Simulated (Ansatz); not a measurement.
# Optical response of ScCO (model structure), part 3 of 3

Wanted: where ScCO (model structure) starts to absorb, how strongly, and its refractive index. The structure is a model built here, which may or may not match a known phase. It was built so: All La replaced by Sc in the C2/m structure of LaCO.

Ansatz 0.2.0; DFT, PBE, plane-wave PAW, default files, scalar-relativistic, independent-particle optical response without local fields.

So far, electronic dielectric constant ε∞, mean over x, y and z (by symmetry where fewer were run): step 4 (spectrum) 6.05.

### 5. Static response with local fields

Perturbation theory gives the static response with local fields and the functional's kernel, and it needs no empty bands.

This step: DFT, PBE, plane-wave PAW, default files, scalar-relativistic, static field response by perturbation theory with local fields (Ansatz 0.2.0).

The input, input.yaml:

```yaml
crystal:
  lattice:
    - [3.1367468876, -1.7029767863, -0.051333814]
    - [3.1367468876, 1.7029767863, -0.051333814]
    - [-0.708029434, 0.0, 6.6447471084]
  atoms:
    - { symbol: Sc, position: [0.6882162269, 0.6882162269, 0.7031179749] }
    - { symbol: Sc, position: [0.3117837731, 0.3117837731, 0.2968820251] }
    - { symbol: O, position: [0.3558456527, 0.3558456527, 0.623627488] }
    - { symbol: O, position: [0.6441543473, 0.6441543473, 0.376372512] }
    - { symbol: C, position: [0.9435218189, 0.9435218189, 0.0712608588] }
    - { symbol: C, position: [0.0564781811, 0.0564781811, 0.9287391412] }
kpoints:
  mp_grid: { grid: [8, 8, 4] }
scf:
  occupations: { method: fixed }
hamiltonian:
  xc: pbe
  pseudopotentials: { kind: paw }
dielectric: {}
```

Launch:

```bash
$ ansatz run input.yaml --threads 2 --pin off --max-ram 5120MiB --backend cpu --events-out ev --progress --plain --runs-dir out
```

Numbers of over 12 decimals in the logs are rounded to 6 here.

Output:

```text
[...]
Crystal: 6 atoms, lattice volume = 70.866 Å³
Basis set: ecut = 420 eV, 1359 PW (Γ), exchange–correlation on 48×48×90 points (8 copies of the dense FFT grid, shifted against one another)
Bands: 27, of which v1, the nominal top of the filled ones, is band 21 counted from 1 (20 counted from 0)
Symmetry: 4 space group operations
k-points: 132 of 256 (irreducible under 1 space group operation, time reversal used)
[...]
SCF iter   1: F=—  HF=-5914.342180 eV  |F-HF|=—  |Δ(HF+E_count)|=         —  Δρ=3.78e-3  dr2=8.05e-3  ethr=1.77e-3  ⟨swp⟩=3.3  Hψ=13126  notcnv=0  defer=346
[...]
SCF iter   9: F=-5914.344741 eV  HF=-5914.344741 eV  |F-HF|=3.64e-12  |Δ(HF+E_count)|=  1.79e-10  Δρ=1.32e-7  dr2=1.42e-11  ethr=1.00e-12  ⟨swp⟩=8.1  Hψ=11009  notcnv=0
SCF 1 converged in 9 iterations: F = -5914.344741 eV  dr2 = 1.42e-11
[...]
DFPT response loops at Γ: preconditioner auto → Resta (q_TF=auto, 2.500 Å⁻¹)  ε∞=4.8 (no band partly filled); β = 1.00, the filter's whole step (`scf.mixing.beta` (0.50) is not read by the response loops at its default; to damp them type it under 1.00, their step now; it binds the ground state too); Broyden in place of MSR1
── the response to a field inside a basis, on 8×8×4 k-points: an SCF that follows is theirs, and a resumed run solves both again ──
Bands: 22, of which v1, the nominal top of the filled ones, is band 21 counted from 1 (20 counted from 0)
k-points: 72 of 256
[...]
Eigensolver: Dense (72 Hₖ)
SCF iter   1: F=—  HF=-5914.334529 eV  |F-HF|=—  |Δ(HF+E_count)|=         —  Δρ=3.53e-4  dr2=1.79e-5  ethr=1.00e-1
[...]
SCF iter   4: F=-5914.334537 eV  HF=-5914.334536 eV  |F-HF|=5.66e-9  |Δ(HF+E_count)|=   6.49e-7  Δρ=5.36e-6  dr2=1.40e-8  ethr=2.28e-9
SCF 1 converged in 4 iterations: F = -5914.334537 eV  dr2 = 1.40e-8
[...]
SCF converged after 9 iterations
Free energy (F): -5914.344741 eV
[...]
Internal energy: -5914.344741 eV  (E = F + TS)
E sigma→0 (E₀):  -5914.344741 eV
Fermi energy:    8.090772 eV
[...]
--- Band table (eV; the first three rows and the last of 132) ---
  k-point 0: bands = [... 17 lower, 6.6591, 7.2513, 7.9915, 8.0908, 11.0243, 11.9086, 11.9602, 12.6153, ... 2 higher]
  k-point 1: bands = [... 17 lower, 6.2514, 7.4825, 7.9696, 8.0860, 11.0137, 11.8496, 11.9695, 12.4435, ... 2 higher]
  k-point 2: bands = [... 17 lower, 5.6807, 7.6448, 7.9306, 8.0817, 11.0085, 11.7442, 11.9846, 12.3530, ... 2 higher]
  k-point 131: bands = [... 17 lower, 6.5879, 7.0860, 7.2907, 7.6719, 11.9840, 12.0018, 12.3243, 12.8035, ... 2 higher]
--- Dielectric response (ions clamped): 3 representative field directions + reference, inside a basis on a mesh of 256 k-points (Σ response iterations 18) ---
  ε∞ (high-frequency dielectric tensor):
        5.856866     0.000000    -0.349570
        0.000000     5.116085     0.000000
       -0.349570     0.000000     5.767565
  Born effective charges Z* (e; rows j = field, columns β = displacement):
    site 0:
         3.94850    0.00000   -0.21879
         0.00000    3.72733    0.00000
        -0.08003    0.00000    3.79985
    site 1:
         3.94850    0.00000   -0.21879
         0.00000    3.72733    0.00000
        -0.08003    0.00000    3.79985
    site 2:
        -2.74125    0.00000    0.13196
         0.00000   -2.55275    0.00000
        -0.05688    0.00000   -2.53962
    site 3:
        -2.74125    0.00000    0.13196
         0.00000   -2.55275    0.00000
        -0.05688    0.00000   -2.53962
    site 4:
        -1.20725    0.00000    0.08683
         0.00000   -1.17458    0.00000
         0.13691    0.00000   -1.26023
    site 5:
        -1.20725    0.00000    0.08683
         0.00000   -1.17458    0.00000
         0.13691    0.00000   -1.26023
  Z* charge neutrality: 4.289e-3 e pre-enforcement
  solved inside a basis spanned on kpoints, on 8×8×4 k-points, its susceptibility summed on 12×12×6: ε∞ is read to err by 1.9e-2, Z* by 1.6e-2 e (field_mesh: kpoints solves on kpoints); Z* is corrected for what the basis lacks
```

The job ended after 2 min (2 threads of Arm Neoverse V2, shared host; peak memory 1.3 GiB).

This step gave:

| Quantity | Value |
| --- | --- |
| electronic dielectric constant ε∞, mean over x, y and z (by symmetry where fewer were run) | 5.580 |

ε∞ with local fields:

```
 5.86  0.00 -0.35
 0.00  5.12  0.00
-0.35  0.00  5.77
```

Diagonal elements. Born, by row:

```csv
atom,Z*xx (e),Z*yy (e),Z*zz (e)
Sc1,3.948,3.727,3.8
Sc2,3.948,3.727,3.8
O3,-2.741,-2.553,-2.54
O4,-2.741,-2.553,-2.54
C5,-1.207,-1.175,-1.26
C6,-1.207,-1.175,-1.26
```

The principal values of the ε∞ with local fields are 5.12, 5.46 and 6.16.

### 6. Outcome

```
gap on the path                                                                                                                                     : 2.64 eV
least direct gap on the path                                                                                                                        : 2.93 eV
electronic dielectric constant ε∞, mean over x, y and z (by symmetry where fewer were run) (independent particles)                                  : 6.05
absorption onset, first axis (α over 10⁴ cm⁻¹, or the direct gap if that lies higher)                                                               : 3.01 eV
main peak of Im epsilon, first axis                                                                                                                 : 6.96 eV
centre of weight of the strongest loss peak in the window, first axis                                                                               : 35.6 eV
photocurrent from vertical transitions in a film 500 nm thick on a perfect mirror (two passes), AM1.5G, no front reflection, all carriers collected : 1.86 mA/cm²
electronic dielectric constant ε∞, mean over x, y and z (by symmetry where fewer were run) (static response with local fields)                      : 5.58
```

At this level (PBE, independent particles) ScCO has a mean ε∞ = 6.05 (5.58 with local fields) and n = 2.55 at 1550 nm (E ∥ x); absorption sets in near 3.0 eV, and Im ε peaks at 7.0 eV (E ∥ x). The cell shrank by 8.2 % in volume. The gap is indirect (2.64 eV), so absorption without phonons can begin only at the direct gap of 2.93 eV. The absorption coefficient passes 10⁴ cm⁻¹ at 3.01 eV, inside the visible range. The strongest loss structure up to 40 eV has its centre of weight at 35.6 eV; a free-electron gas of the 31.1 electrons in the f-sum would put its plasmon at 24.6 eV. Distinct maxima of Im ε, read by a parabola through the highest points, lie at 3.83 eV (8.6), 4.18 eV (7.7), 5.93 eV (7.9) and 6.96 eV (9.9) for E ∥ x. The f-sum over the summed bands holds 31.1 of the cell's 42 electrons outside the frozen cores, 22 of which lie in bands more than 12 eV below the Fermi level, whose transitions come at higher energies. Up to 40 eV the strength has a mean oscillator energy of 10.1 eV, well above the main peak, so higher transitions carry much of it. Through 1 µm of it, D65 light comes out faintly yellow-green (x = 0.321, y = 0.342; 66 % transmitted). A larger true gap would move the edge to shorter wavelengths and change the colour. In the base spectrum excitons and phonon-assisted transitions are missing, and so are local fields; PBE gaps are as a rule too small, which pulls the onset down and ε∞ up. In the base run ε includes the program's bounded estimate of what the bands above those summed add.

[Logs are printed without paths, hosts, clocks, repeated set-up lines and the standing remarks that a program may print on its own settings, such as how far it seeks lower states.]

[Hosts, paths, dates, database ids (printed as entryN), source tags and the programs' standing remarks are cut or masked in the printed files.]
